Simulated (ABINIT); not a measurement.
# Quasiparticle gap of LuBi2O4Cl (P4/mmm) in ABINIT, part 2 of 3

Wanted: ground state, empty states, screening and self-energy for LuBi2O4Cl (P4/mmm).

ABINIT 10.8.3; PBEsol and many-body steps on it, plane waves. Known limits of the many-body steps: short of the basis limit; exchange with frozen shells missing; no spin-orbit coupling; coarse k mesh.

So far. Step 2 (Ground state): The gap is indirect, with the least direct gap 0.38 eV higher.

### Step 3. Bands along the symmetry lines

Level of this step: DFT, PBEsol, plane waves, norm-conserving pseudopotentials (ABINIT).

The cheap functional maps the bands first; the places of the edges decide which points the dearer methods must see.

Contents of run.abi:

```
acell 3*1.0 Angstrom
rprim 
  3.823200000000 0.000000000000 0.000000000000
  0.000000000000 3.823200000000 0.000000000000
  0.000000000000 0.000000000000 8.856000000000
ntypat 4
znucl 71 83 17 8
natom 8
typat 1 2 2 3 4 4 4 4
xred 
  0.000000000000 0.000000000000 0.000000000000
  0.500000000000 0.500000000000 0.719300000000
  0.500000000000 0.500000000000 0.280700000000
  0.000000000000 0.000000000000 0.500000000000
  0.500000000000 0.000000000000 0.848000000000
  0.000000000000 0.500000000000 0.848000000000
  0.500000000000 0.000000000000 0.152000000000
  0.000000000000 0.500000000000 0.152000000000
pp_dirpath "pseudos"
pseudos "Lu.upf, Bi.upf, Cl.upf, O.upf"
ecut 46
iscf -2
irdden 1
kptopt 0
nkpt 39
kpt 
  0.00000000 0.00000000 0.00000000
  0.00000000 0.12500000 0.00000000
  0.00000000 0.25000000 0.00000000
  0.00000000 0.37500000 0.00000000
  0.00000000 0.50000000 0.00000000
  0.12500000 0.50000000 0.00000000
  0.25000000 0.50000000 0.00000000
  0.37500000 0.50000000 0.00000000
  0.50000000 0.50000000 0.00000000
  0.37500000 0.37500000 0.00000000
  0.25000000 0.25000000 0.00000000
  0.12500000 0.12500000 0.00000000
  0.00000000 0.00000000 0.00000000
  0.00000000 0.00000000 0.12500000
  0.00000000 0.00000000 0.25000000
  0.00000000 0.00000000 0.37500000
  0.00000000 0.00000000 0.50000000
  0.00000000 0.12500000 0.50000000
  0.00000000 0.25000000 0.50000000
  0.00000000 0.37500000 0.50000000
  0.00000000 0.50000000 0.50000000
  0.12500000 0.50000000 0.50000000
  0.25000000 0.50000000 0.50000000
  0.37500000 0.50000000 0.50000000
  0.50000000 0.50000000 0.50000000
  0.37500000 0.37500000 0.50000000
  0.25000000 0.25000000 0.50000000
  0.12500000 0.12500000 0.50000000
  0.00000000 0.00000000 0.50000000
  0.00000000 0.50000000 0.00000000
  0.00000000 0.50000000 0.12500000
  0.00000000 0.50000000 0.25000000
  0.00000000 0.50000000 0.37500000
  0.00000000 0.50000000 0.50000000
  0.50000000 0.50000000 0.00000000
  0.50000000 0.50000000 0.12500000
  0.50000000 0.50000000 0.25000000
  0.50000000 0.50000000 0.37500000
  0.50000000 0.50000000 0.50000000
istwfk *1
nband 50
nbdbuf 2
tolwfr 1e-08
nstep 40
prtwf 0
prtvol 0
indata_prefix "in"
outdata_prefix "out"
tmpdata_prefix "tmp"
```

Started as:

```sh
> OMP_NUM_THREADS=1 mpirun -n 8 abinit run.abi > log
```

Log:

```text
.Version 10.8.3 of ABINIT. v10.8.2 released Aug 2026.

 Symmetries : space group P4/m m m (#123); Bravais tP (primitive tetrag.)
[... echo of the input left out ...]
== DATASET  1 ==================================================================
-   mpi_nproc: 8, omp_nthreads: 1 (-1 if OMP is not activated)

--- !DatasetInfo
iteration_state: {dtset: 1, }
dimensions: {natom: 8, nkpt: 39, mband: 50, nsppol: 1, nspinor: 1, nspden: 1, mpw: 13080, }
cutoff_energies: {ecut:  46.0, pawecutdg:  -1.0, }
electrons: {nelect:   8.60000000E+01, charge:   0.00000000E+00, occopt:   1.00000000E+00, tsmear:   1.00000000E-02, }

 Real(R)+Recip(G) space primitive vectors, cartesian coordinates (Bohr,Bohr^-1):
 R(1)=  7.2248009  0.0000000  0.0000000  G(1)=  0.1384121  0.0000000  0.0000000
 R(2)=  0.0000000  7.2248009  0.0000000  G(2)=  0.0000000  0.1384121  0.0000000
 R(3)=  0.0000000  0.0000000 16.7354146  G(3)=  0.0000000  0.0000000  0.0597535
 Unit cell volume ucvol=  8.7355096E+02 bohr^3
 Angles (23,13,12)=  9.00000000E+01  9.00000000E+01  9.00000000E+01 degrees

 getcut: wavevector=  0.0000  0.0000  0.0000  ngfft=  48  48 108
         ecut(hartree)=     46.000   => boxcut(ratio)=   2.11370

--- Pseudopotential description ------------------------------------------------
- Lu Generated using ONCVPSP code by D. R. Hamann
- 71.00000  25.00000  180301                  znucl, zion, pspdat
12 -116133 3 -1 2008                          pspcod,pspxc,lmax,lloc,mmax
     nproj     2     2     2     2
  pspatm : epsatm=   39.20772350
         --- l  ekb(1:nproj) -->
             0   12.901601    1.338836
             1    8.684466    1.131816
             2    7.335223    2.087526
[...]
pspatm: atomic psp has been read  and splines computed

- Bi Generated using ONCVPSP code by D. R. Hamann
- 83.00000  15.00000  180301                  znucl, zion, pspdat
12 -116133 2 -1 1472                          pspcod,pspxc,lmax,lloc,mmax
     nproj     2     2     2     0
  pspatm : epsatm=   42.90077801
         --- l  ekb(1:nproj) -->
[...]
pspatm: atomic psp has been read  and splines computed

- Cl Generated using ONCVPSP code by D. R. Hamann
- 17.00000   7.00000  180301                  znucl, zion, pspdat
12 -116133 2 -1 1028                          pspcod,pspxc,lmax,lloc,mmax
     nproj     2     2     2     0
  pspatm : epsatm=    8.95520293
         --- l  ekb(1:nproj) -->
[...]
pspatm: atomic psp has been read  and splines computed

- O Generated using ONCVPSP code by D. R. Hamann
-  8.00000   6.00000  180301                  znucl, zion, pspdat
12 -116133 2 -1 936                           pspcod,pspxc,lmax,lloc,mmax
     nproj     2     2     1     0
  pspatm : epsatm=    6.22910120
         --- l  ekb(1:nproj) -->
[...]
2   -1.335834
 pspatm: atomic psp has been read  and splines computed

[...]
1.1724E-01  1.1989E-01  1.1989E-01  1.5923E-01  1.6149E-01  1.6698E-01
  1.9731E-01  3.2248E-01  3.2248E-01  3.7795E-01  3.7795E-01  3.7895E-01
[...]
--- !ResultsGS
iteration_state: {dtset: 1, }
comment   : Summary of ground state results
lattice_vectors:
- [  7.2248009,   0.0000000,   0.0000000, ]
- [  0.0000000,   7.2248009,   0.0000000, ]
- [  0.0000000,   0.0000000,  16.7354146, ]
lattice_lengths: [   7.22480,    7.22480,   16.73541, ]
lattice_angles: [ 90.000,  90.000,  90.000, ] # degrees, (23, 13, 12)
lattice_volume:   8.7355096E+02
convergence: {deltae:  0.000E+00, res2:  0.000E+00, residm:  9.994E-09, diffor:  0.000E+00, }
etotal    :  -4.92887527E+02
entropy   :   0.00000000E+00
fermie    :   1.97315017E-01
cartesian_stress_tensor: null
pressure_GPa: null
xred      :
- [  0.0000E+00,   0.0000E+00,   0.0000E+00, Lu]
- [  5.0000E-01,   5.0000E-01,   7.1930E-01, Bi]
- [  5.0000E-01,   5.0000E-01,   2.8070E-01, Bi]
- [  0.0000E+00,   0.0000E+00,   5.0000E-01, Cl]
- [  5.0000E-01,   0.0000E+00,   8.4800E-01,  O]
- [  0.0000E+00,   5.0000E-01,   8.4800E-01,  O]
- [  5.0000E-01,   0.0000E+00,   1.5200E-01,  O]
- [  0.0000E+00,   5.0000E-01,   1.5200E-01,  O]
cartesian_forces: null
force_length_stats: {min: null, max: null, mean: null, }

 Integrated electronic density in atomic spheres:
 ------------------------------------------------
 Atom  Sphere_radius  Integrated_density
[...]
================================================================================

 ----iterations are completed or convergence reached----

 Mean square residual over all n,k,spin=   62.918E-10; max=  99.942E-10
 reduced coordinates (array xred) for    8 atoms
[...]
0.500000      0.000000      0.152000
       0.000000      0.500000      0.152000

 cartesian coordinates (angstrom) at end:
    1      0.000000     0.000000     0.000000
    2      1.911600     1.911600     6.370121
    3      1.911600     1.911600     2.485879
[...]
7      1.911600     0.000000     1.346112
    8      0.000000     1.911600     1.346112
 length scales=  1.889726  1.889726  1.889726 bohr
              =  1.000000  1.000000  1.000000 angstroms
 prteigrs : about to open file out_EIG
 Eigenvalues (hartree) for nkpt=  39  k points:
 kpt#   1, nband= 50, wtk=  1.00000, kpt=  0.0000  0.0000  0.0000 (reduced coord)
[...]
kpt#   2, nband= 50, wtk=  1.00000, kpt=  0.0000  0.1250  0.0000 (reduced coord)
[...]
kpt#   3, nband= 50, wtk=  1.00000, kpt=  0.0000  0.2500  0.0000 (reduced coord)
[...]
kpt#  38, nband= 50, wtk=  1.00000, kpt=  0.5000  0.5000  0.3750 (reduced coord)
[...]
0.39799    0.43714
 kpt#  39, nband= 50, wtk=  1.00000, kpt=  0.5000  0.5000  0.5000 (reduced coord)
[...]
0.11262    0.11371    0.11589    0.11589    0.11724    0.11989    0.11989    0.15923
   0.16149    0.16698    0.19731    0.32248    0.32248    0.37795    0.37795    0.37895
   0.38317    0.43978

== END DATASET(S) ==============================================================
================================================================================

 -outvars: echo values of variables after computation  --------
            nband          50
             nkpt          39
          spgroup         123
 [... the other variables as echoed above ...]

 Calculation completed.
```

Run time: 4.9 min. Hardware: 8 MPI ranks of Arm Neoverse N1, shared host; peak memory 1.1 GiB.

Numbers from this step:

* gap: 1.089 eV
* k of the valence top: 0.5, 0.5, 0
* k of the conduction bottom: 0, 0, 0
* least direct gap: 1.474 eV

The gap is 1.089 eV, as in the run before at this level.

Electronic bands along the path, in eV, zero at the top of the highest filled band:

```tsv
point	band 40	band 41	band 42	band 43	band 44	band 45	band 46	band 47
Γ	-0.81	-0.79	-0.79	-0.38	1.09	3.83	5.29	5.29
halfway	-1.16	-1.15	-1.10	-0.36	2.93	3.88	4.19	5.30
X	-1.45	-1.34	-0.59	-0.59	2.76	4.68	4.81	5.36
halfway	-1.58	-1.15	-1.12	-0.78	3.77	4.02	4.50	4.64
M	-1.04	-0.97	-0.83	0.00	3.65	3.65	3.68	4.77
halfway	-1.23	-0.85	-0.73	-0.67	3.02	4.04	4.69	4.88
Γ	-0.81	-0.79	-0.79	-0.38	1.09	3.83	5.29	5.29
halfway	-0.81	-0.79	-0.79	-0.59	1.35	3.54	5.31	5.31
Z	-0.81	-0.79	-0.79	-0.79	1.63	3.23	5.33	5.33
halfway	-1.15	-1.06	-1.02	-0.47	3.33	3.41	4.41	5.37
R	-1.49	-1.47	-1.12	-0.28	3.54	4.50	4.87	5.29
halfway	-1.61	-1.34	-1.15	-0.82	3.87	3.96	4.27	4.31
A	-1.04	-0.97	-0.83	0.00	3.41	3.41	4.92	4.92
halfway	-1.65	-0.85	-0.75	-0.65	3.59	4.00	4.20	4.43
Z	-0.81	-0.79	-0.79	-0.79	1.63	3.23	5.33	5.33
jump to X	-1.45	-1.34	-0.59	-0.59	2.76	4.68	4.81	5.36
halfway	-1.46	-1.46	-0.92	-0.36	3.08	4.76	4.96	4.99
R	-1.49	-1.47	-1.12	-0.28	3.54	4.50	4.87	5.29
jump to M	-1.04	-0.97	-0.83	0.00	3.65	3.65	3.68	4.77
halfway	-1.04	-0.97	-0.83	0.00	3.52	3.52	4.09	4.85
A	-1.04	-0.97	-0.83	0.00	3.41	3.41	4.92	4.92
```

### Step 4. Empty states on the mesh, 4×4×2 mesh, 235 bands

The sums over transitions need many empty states on a uniform mesh; this step solves for them.

Contents of run.abi:

```
acell 3*1.0 Angstrom
rprim 
  3.823200000000 0.000000000000 0.000000000000
  0.000000000000 3.823200000000 0.000000000000
  0.000000000000 0.000000000000 8.856000000000
ntypat 4
znucl 71 83 17 8
natom 8
typat 1 2 2 3 4 4 4 4
xred 
  0.000000000000 0.000000000000 0.000000000000
  0.500000000000 0.500000000000 0.719300000000
  0.500000000000 0.500000000000 0.280700000000
  0.000000000000 0.000000000000 0.500000000000
  0.500000000000 0.000000000000 0.848000000000
  0.000000000000 0.500000000000 0.848000000000
  0.500000000000 0.000000000000 0.152000000000
  0.000000000000 0.500000000000 0.152000000000
pp_dirpath "pseudos"
pseudos "Lu.upf, Bi.upf, Cl.upf, O.upf"
ecut 46
ngkpt 4 4 2
nshiftk 1
shiftk 0 0 0
kptopt 1
chksymbreak 0
iscf -2
irdden 1
istwfk *1
nband 235
nbdbuf 20
tolwfr 1e-09
nstep 60
prtvol 0
indata_prefix "in"
outdata_prefix "out"
tmpdata_prefix "tmp"
```

Log:

```text
.Version 10.8.3 of ABINIT. v10.8.2 released Aug 2026.

 Symmetries : space group P4/m m m (#123); Bravais tP (primitive tetrag.)
[... echo of the input left out ...]
== DATASET  1 ==================================================================
-   mpi_nproc: 8, omp_nthreads: 1 (-1 if OMP is not activated)
-    --> not optimal distribution: autoparal keyword recommended in input file <--

--- !DatasetInfo
iteration_state: {dtset: 1, }
dimensions: {natom: 8, nkpt: 12, mband: 235, nsppol: 1, nspinor: 1, nspden: 1, mpw: 13080, }
cutoff_energies: {ecut:  46.0, pawecutdg:  -1.0, }
electrons: {nelect:   8.60000000E+01, charge:   0.00000000E+00, occopt:   1.00000000E+00, tsmear:   1.00000000E-02, }

 Real(R)+Recip(G) space primitive vectors, cartesian coordinates (Bohr,Bohr^-1):
 R(1)=  7.2248009  0.0000000  0.0000000  G(1)=  0.1384121  0.0000000  0.0000000
 R(2)=  0.0000000  7.2248009  0.0000000  G(2)=  0.0000000  0.1384121  0.0000000
 R(3)=  0.0000000  0.0000000 16.7354146  G(3)=  0.0000000  0.0000000  0.0597535
 Unit cell volume ucvol=  8.7355096E+02 bohr^3
 Angles (23,13,12)=  9.00000000E+01  9.00000000E+01  9.00000000E+01 degrees

 getcut: wavevector=  0.0000  0.0000  0.0000  ngfft=  48  48 108
         ecut(hartree)=     46.000   => boxcut(ratio)=   2.11370

--- Pseudopotential description ------------------------------------------------
- Lu Generated using ONCVPSP code by D. R. Hamann
- 71.00000  25.00000  180301                  znucl, zion, pspdat
12 -116133 3 -1 2008                          pspcod,pspxc,lmax,lloc,mmax
     nproj     2     2     2     2
  pspatm : epsatm=   39.20772350
         --- l  ekb(1:nproj) -->
             0   12.901601    1.338836
             1    8.684466    1.131816
             2    7.335223    2.087526
[...]
pspatm: atomic psp has been read  and splines computed

- Bi Generated using ONCVPSP code by D. R. Hamann
- 83.00000  15.00000  180301                  znucl, zion, pspdat
12 -116133 2 -1 1472                          pspcod,pspxc,lmax,lloc,mmax
     nproj     2     2     2     0
  pspatm : epsatm=   42.90077801
         --- l  ekb(1:nproj) -->
[...]
pspatm: atomic psp has been read  and splines computed

- Cl Generated using ONCVPSP code by D. R. Hamann
- 17.00000   7.00000  180301                  znucl, zion, pspdat
12 -116133 2 -1 1028                          pspcod,pspxc,lmax,lloc,mmax
     nproj     2     2     2     0
  pspatm : epsatm=    8.95520293
         --- l  ekb(1:nproj) -->
[...]
pspatm: atomic psp has been read  and splines computed

- O Generated using ONCVPSP code by D. R. Hamann
-  8.00000   6.00000  180301                  znucl, zion, pspdat
12 -116133 2 -1 936                           pspcod,pspxc,lmax,lloc,mmax
     nproj     2     2     1     0
  pspatm : epsatm=    6.22910120
         --- l  ekb(1:nproj) -->
[...]
9.59E-10  5.22E-10  8.29E-10  7.81E-10  4.87E-10  7.82E-10  2.28E-10  2.96E-10
  1.97E-10  2.36E-10  1.83E-10  2.07E-10  2.56E-10  2.45E-10  3.66E-10  2.28E-10
[...]
-1.7784E+00 -7.0813E-01 -7.0173E-01 -7.0173E-01 -6.1969E-01 -6.1950E-01
 -6.1318E-01 -6.1251E-01 -6.1251E-01 -6.1234E-01 -6.1234E-01 -6.1231E-01
 -6.0904E-01 -6.0902E-01 -4.8130E-01 -4.5582E-01 -3.9328E-01 -3.7955E-01
[...]
2.5891E+00  2.6121E+00  2.6121E+00  2.6137E+00  2.6137E+00  2.6482E+00
  2.6500E+00  2.6511E+00  2.6587E+00  2.6790E+00  2.7084E+00  2.7091E+00
  2.7112E+00
 prteigrs : prtvol=0 or 1, do not print more k-points.

--- !ResultsGS
iteration_state: {dtset: 1, }
comment   : Summary of ground state results
lattice_vectors:
- [  7.2248009,   0.0000000,   0.0000000, ]
- [  0.0000000,   7.2248009,   0.0000000, ]
- [  0.0000000,   0.0000000,  16.7354146, ]
lattice_lengths: [   7.22480,    7.22480,   16.73541, ]
lattice_angles: [ 90.000,  90.000,  90.000, ] # degrees, (23, 13, 12)
lattice_volume:   8.7355096E+02
convergence: {deltae:  0.000E+00, res2:  0.000E+00, residm:  9.977E-10, diffor:  0.000E+00, }
etotal    :  -4.92887527E+02
entropy   :   0.00000000E+00
fermie    :   1.97315017E-01
cartesian_stress_tensor: null
pressure_GPa: null
xred      :
- [  0.0000E+00,   0.0000E+00,   0.0000E+00, Lu]
- [  5.0000E-01,   5.0000E-01,   7.1930E-01, Bi]
- [  5.0000E-01,   5.0000E-01,   2.8070E-01, Bi]
- [  0.0000E+00,   0.0000E+00,   5.0000E-01, Cl]
- [  5.0000E-01,   0.0000E+00,   8.4800E-01,  O]
- [  0.0000E+00,   5.0000E-01,   8.4800E-01,  O]
- [  5.0000E-01,   0.0000E+00,   1.5200E-01,  O]
- [  0.0000E+00,   5.0000E-01,   1.5200E-01,  O]
cartesian_forces: null
force_length_stats: {min: null, max: null, mean: null, }

 Integrated electronic density in atomic spheres:
 ------------------------------------------------
 Atom  Sphere_radius  Integrated_density
[...]
================================================================================

 ----iterations are completed or convergence reached----

 Mean square residual over all n,k,spin=   52.828E-11; max=  99.771E-11
 reduced coordinates (array xred) for    8 atoms
[...]
0.000000      0.500000      0.152000

 cartesian coordinates (angstrom) at end:
    1      0.000000     0.000000     0.000000
    2      1.911600     1.911600     6.370121
    3      1.911600     1.911600     2.485879
[...]
7      1.911600     0.000000     1.346112
    8      0.000000     1.911600     1.346112
 length scales=  1.889726  1.889726  1.889726 bohr
              =  1.000000  1.000000  1.000000 angstroms
 prteigrs : about to open file out_EIG
 Eigenvalues (hartree) for nkpt=  12  k points:
 kpt#   1, nband=235, wtk=  0.03125, kpt=  0.0000  0.0000  0.0000 (reduced coord)
[...]
2.51117    2.51351    2.52863    2.53930    2.53930    2.58011    2.58910    2.61211
   2.61211    2.61372    2.61372    2.64823    2.65004    2.65106    2.65868    2.67898
   2.70837    2.70910    2.71118
 prteigrs : prtvol=0 or 1, do not print more k-points.

== END DATASET(S) ==============================================================
================================================================================

 -outvars: echo values of variables after computation  --------
            nband         235
             nkpt          12
          spgroup         123
 [... the other variables as echoed above ...]

 Calculation completed.
```

Wall time 10 min (8 MPI ranks); peak memory 1.3 GiB; 81 min of CPU time.

Read from the output:

```
gap                                                           : 1.089 eV
k of the valence top                                          : 0.5, 0.5, 0
k of the conduction bottom                                    : 0, 0, 0
least direct gap                                              : 1.474 eV
k points computed                                             : 12
lowest point of the top converged band, above the valence top : 62.1187 eV
```

On this mesh the gap is 1.089 eV.

### Step 5. Screening, 4×4×2 mesh, 215 bands, screening to 149.7 eV

The RPA dielectric matrix is built and inverted for each q.

This step: RPA screening on PBEsol, plane waves, norm-conserving pseudopotentials.

run.abi: that of step 4 with these lines changed.

```diff
@@ -26,10 +26,11 @@
 chksymbreak 0
-iscf -2
-irdden 1
 istwfk *1
-nband 235
-nbdbuf 20
-tolwfr 1e-09
-nstep 60
-prtvol 0
+occopt 1
+irdwfk 1
+optdriver 3
+nband 215
+ecuteps 5.5
+inclvkb 2
+awtr 1
+symchi 1
 indata_prefix "in"
```

Log:

```text
.Version 10.8.3 of ABINIT. v10.8.2 released Aug 2026.

 Symmetries : space group P4/m m m (#123); Bravais tP (primitive tetrag.)
[... echo of the input left out ...]
== DATASET  1 ==================================================================
-   mpi_nproc: 8, omp_nthreads: 1 (-1 if OMP is not activated)

--- !DatasetInfo
iteration_state: {dtset: 1, }
dimensions: {natom: 8, nkpt: 12, mband: 215, nsppol: 1, nspinor: 1, nspden: 1, mpw: 13080, }
cutoff_energies: {ecut:  46.0, pawecutdg:  -1.0, }
electrons: {nelect:   8.60000000E+01, charge:   0.00000000E+00, occopt:   1.00000000E+00, tsmear:   1.00000000E-02, }

 SCREENING: Calculation of the susceptibility and dielectric matrices

 Based on a program developped by R.W. Godby, V. Olevano, G. Onida, and L. Reining.
 Incorporated in ABINIT by V. Olevano, G.-M. Rignanese, and M. Torrent.
.Using double precision arithmetic ; gwpc =  8

[... cell and pseudopotentials left out ...]
--------------------------------------------------------------------------------

 ==== K-mesh for the wavefunctions ====
 Number of points in the irreducible wedge :    12
[... list of points left out ...]
 Together with 16 symmetry operations and time-reversal symmetry
 yields    32 points in the full Brillouin Zone.

 ==== Q-mesh for the screening function ====
 Number of points in the irreducible wedge :    12
[... list of points left out ...]
 Together with 16 symmetry operations and time-reversal symmetry
 yields    32 points in the full Brillouin Zone.

 setmesh: FFT mesh size selected  =    30x   30x   72
          total number of points  =        64800

 vcoul_init : cutoff-mode = AUXILIARY_FUNCTION
 q-points for optical limit:   1
     1)      0.000010    0.000020    0.000030

- screening: taking advantage of time-reversal symmetry
- Maximum band index for partially occupied states nbvw = 43
- Remaining bands to be divided among processors   nbcw = 172
- Number of bands treated by each node ~21

 Number of electrons calculated from density =   86.0000; Expected =   86.0000
 average of density, n =  0.098449
 r_s =    1.3435
 omega_plasma =   30.2664 [eV]

 calculating chi0 at frequencies [eV] :
  1    0.000000E+00    0.000000E+00
  2    0.000000E+00    3.026640E+01

--------------------------------------------------------------------------------
  q-point number  1        q = ( 0.000000, 0.000000, 0.000000) [r.l.u.]
--------------------------------------------------------------------------------
[... chi0 elements left out ...]
 For q-point:  0.000010 0.000020 0.000030
  dielectric constant =   5.8825
  dielectric constant without local fields =   6.7264

  Average fulfillment of the sum rule on Im[epsilon] for q-point    1 :     69.44  [%]
[... wings left out ...]
  q-point number  2        q = ( 0.250000, 0.000000, 0.000000) [r.l.u.]
--------------------------------------------------------------------------------
[... chi0 elements left out ...]
  Average fulfillment of the sum rule on Im[epsilon] for q-point    2 :     76.58  [%]

 [... 10 further q-points ...]
```

Wall time 18 min (8 MPI ranks); peak memory 9.6 GiB.

Read from the output:

```yaml
eps_infinity_with_local_fields_on_this_mesh: 5.883
eps_infinity_without_local_fields_on_this_mesh: 6.726
plasma_frequency: 30.27 eV
plane_waves_in_the_screening_matrix: 533
```

Local fields lower ε∞ by 13 %. On a Γ-centred mesh this coarse the value itself is usually too large, while a short band sum pulls it down.

(Part 2 of 3 ends here.)

[Long decimals in the printed logs are rounded to 6 places.]

[Logs are printed without paths, hosts, clocks, repeated set-up lines and the standing remarks that a program may print on its own settings, such as how far it seeks lower states.]

[Paths, hosts, dates, memory and timing lines, banners, echoed tables and standing remarks are left out of the program output; an Ansatz launch command may be rebuilt from the run's recorded settings. Measured values are a selection of at most five: reports struck by readers or far from the other reports are left out. None is set beside runs whose start may be inverted or whose files or cutoffs have a known fault.]

[Runs of the session that timed out or met a known fault of the program may be left out.]

[Hosts, paths, dates, database ids (printed as entryN), source tags and the programs' standing remarks are cut or masked in the printed files.]

[G0W0 gaps are taken among the corrected bands and points alone; a level outside them can change the order at an edge.]

[Where Ansatz stands beside ABINIT at settings called matched, ABINIT's density can come from a denser mesh and the files from another edition; pairs whose starting gaps differed by over 0.03 eV were left out, so agreement reads better than it is.]
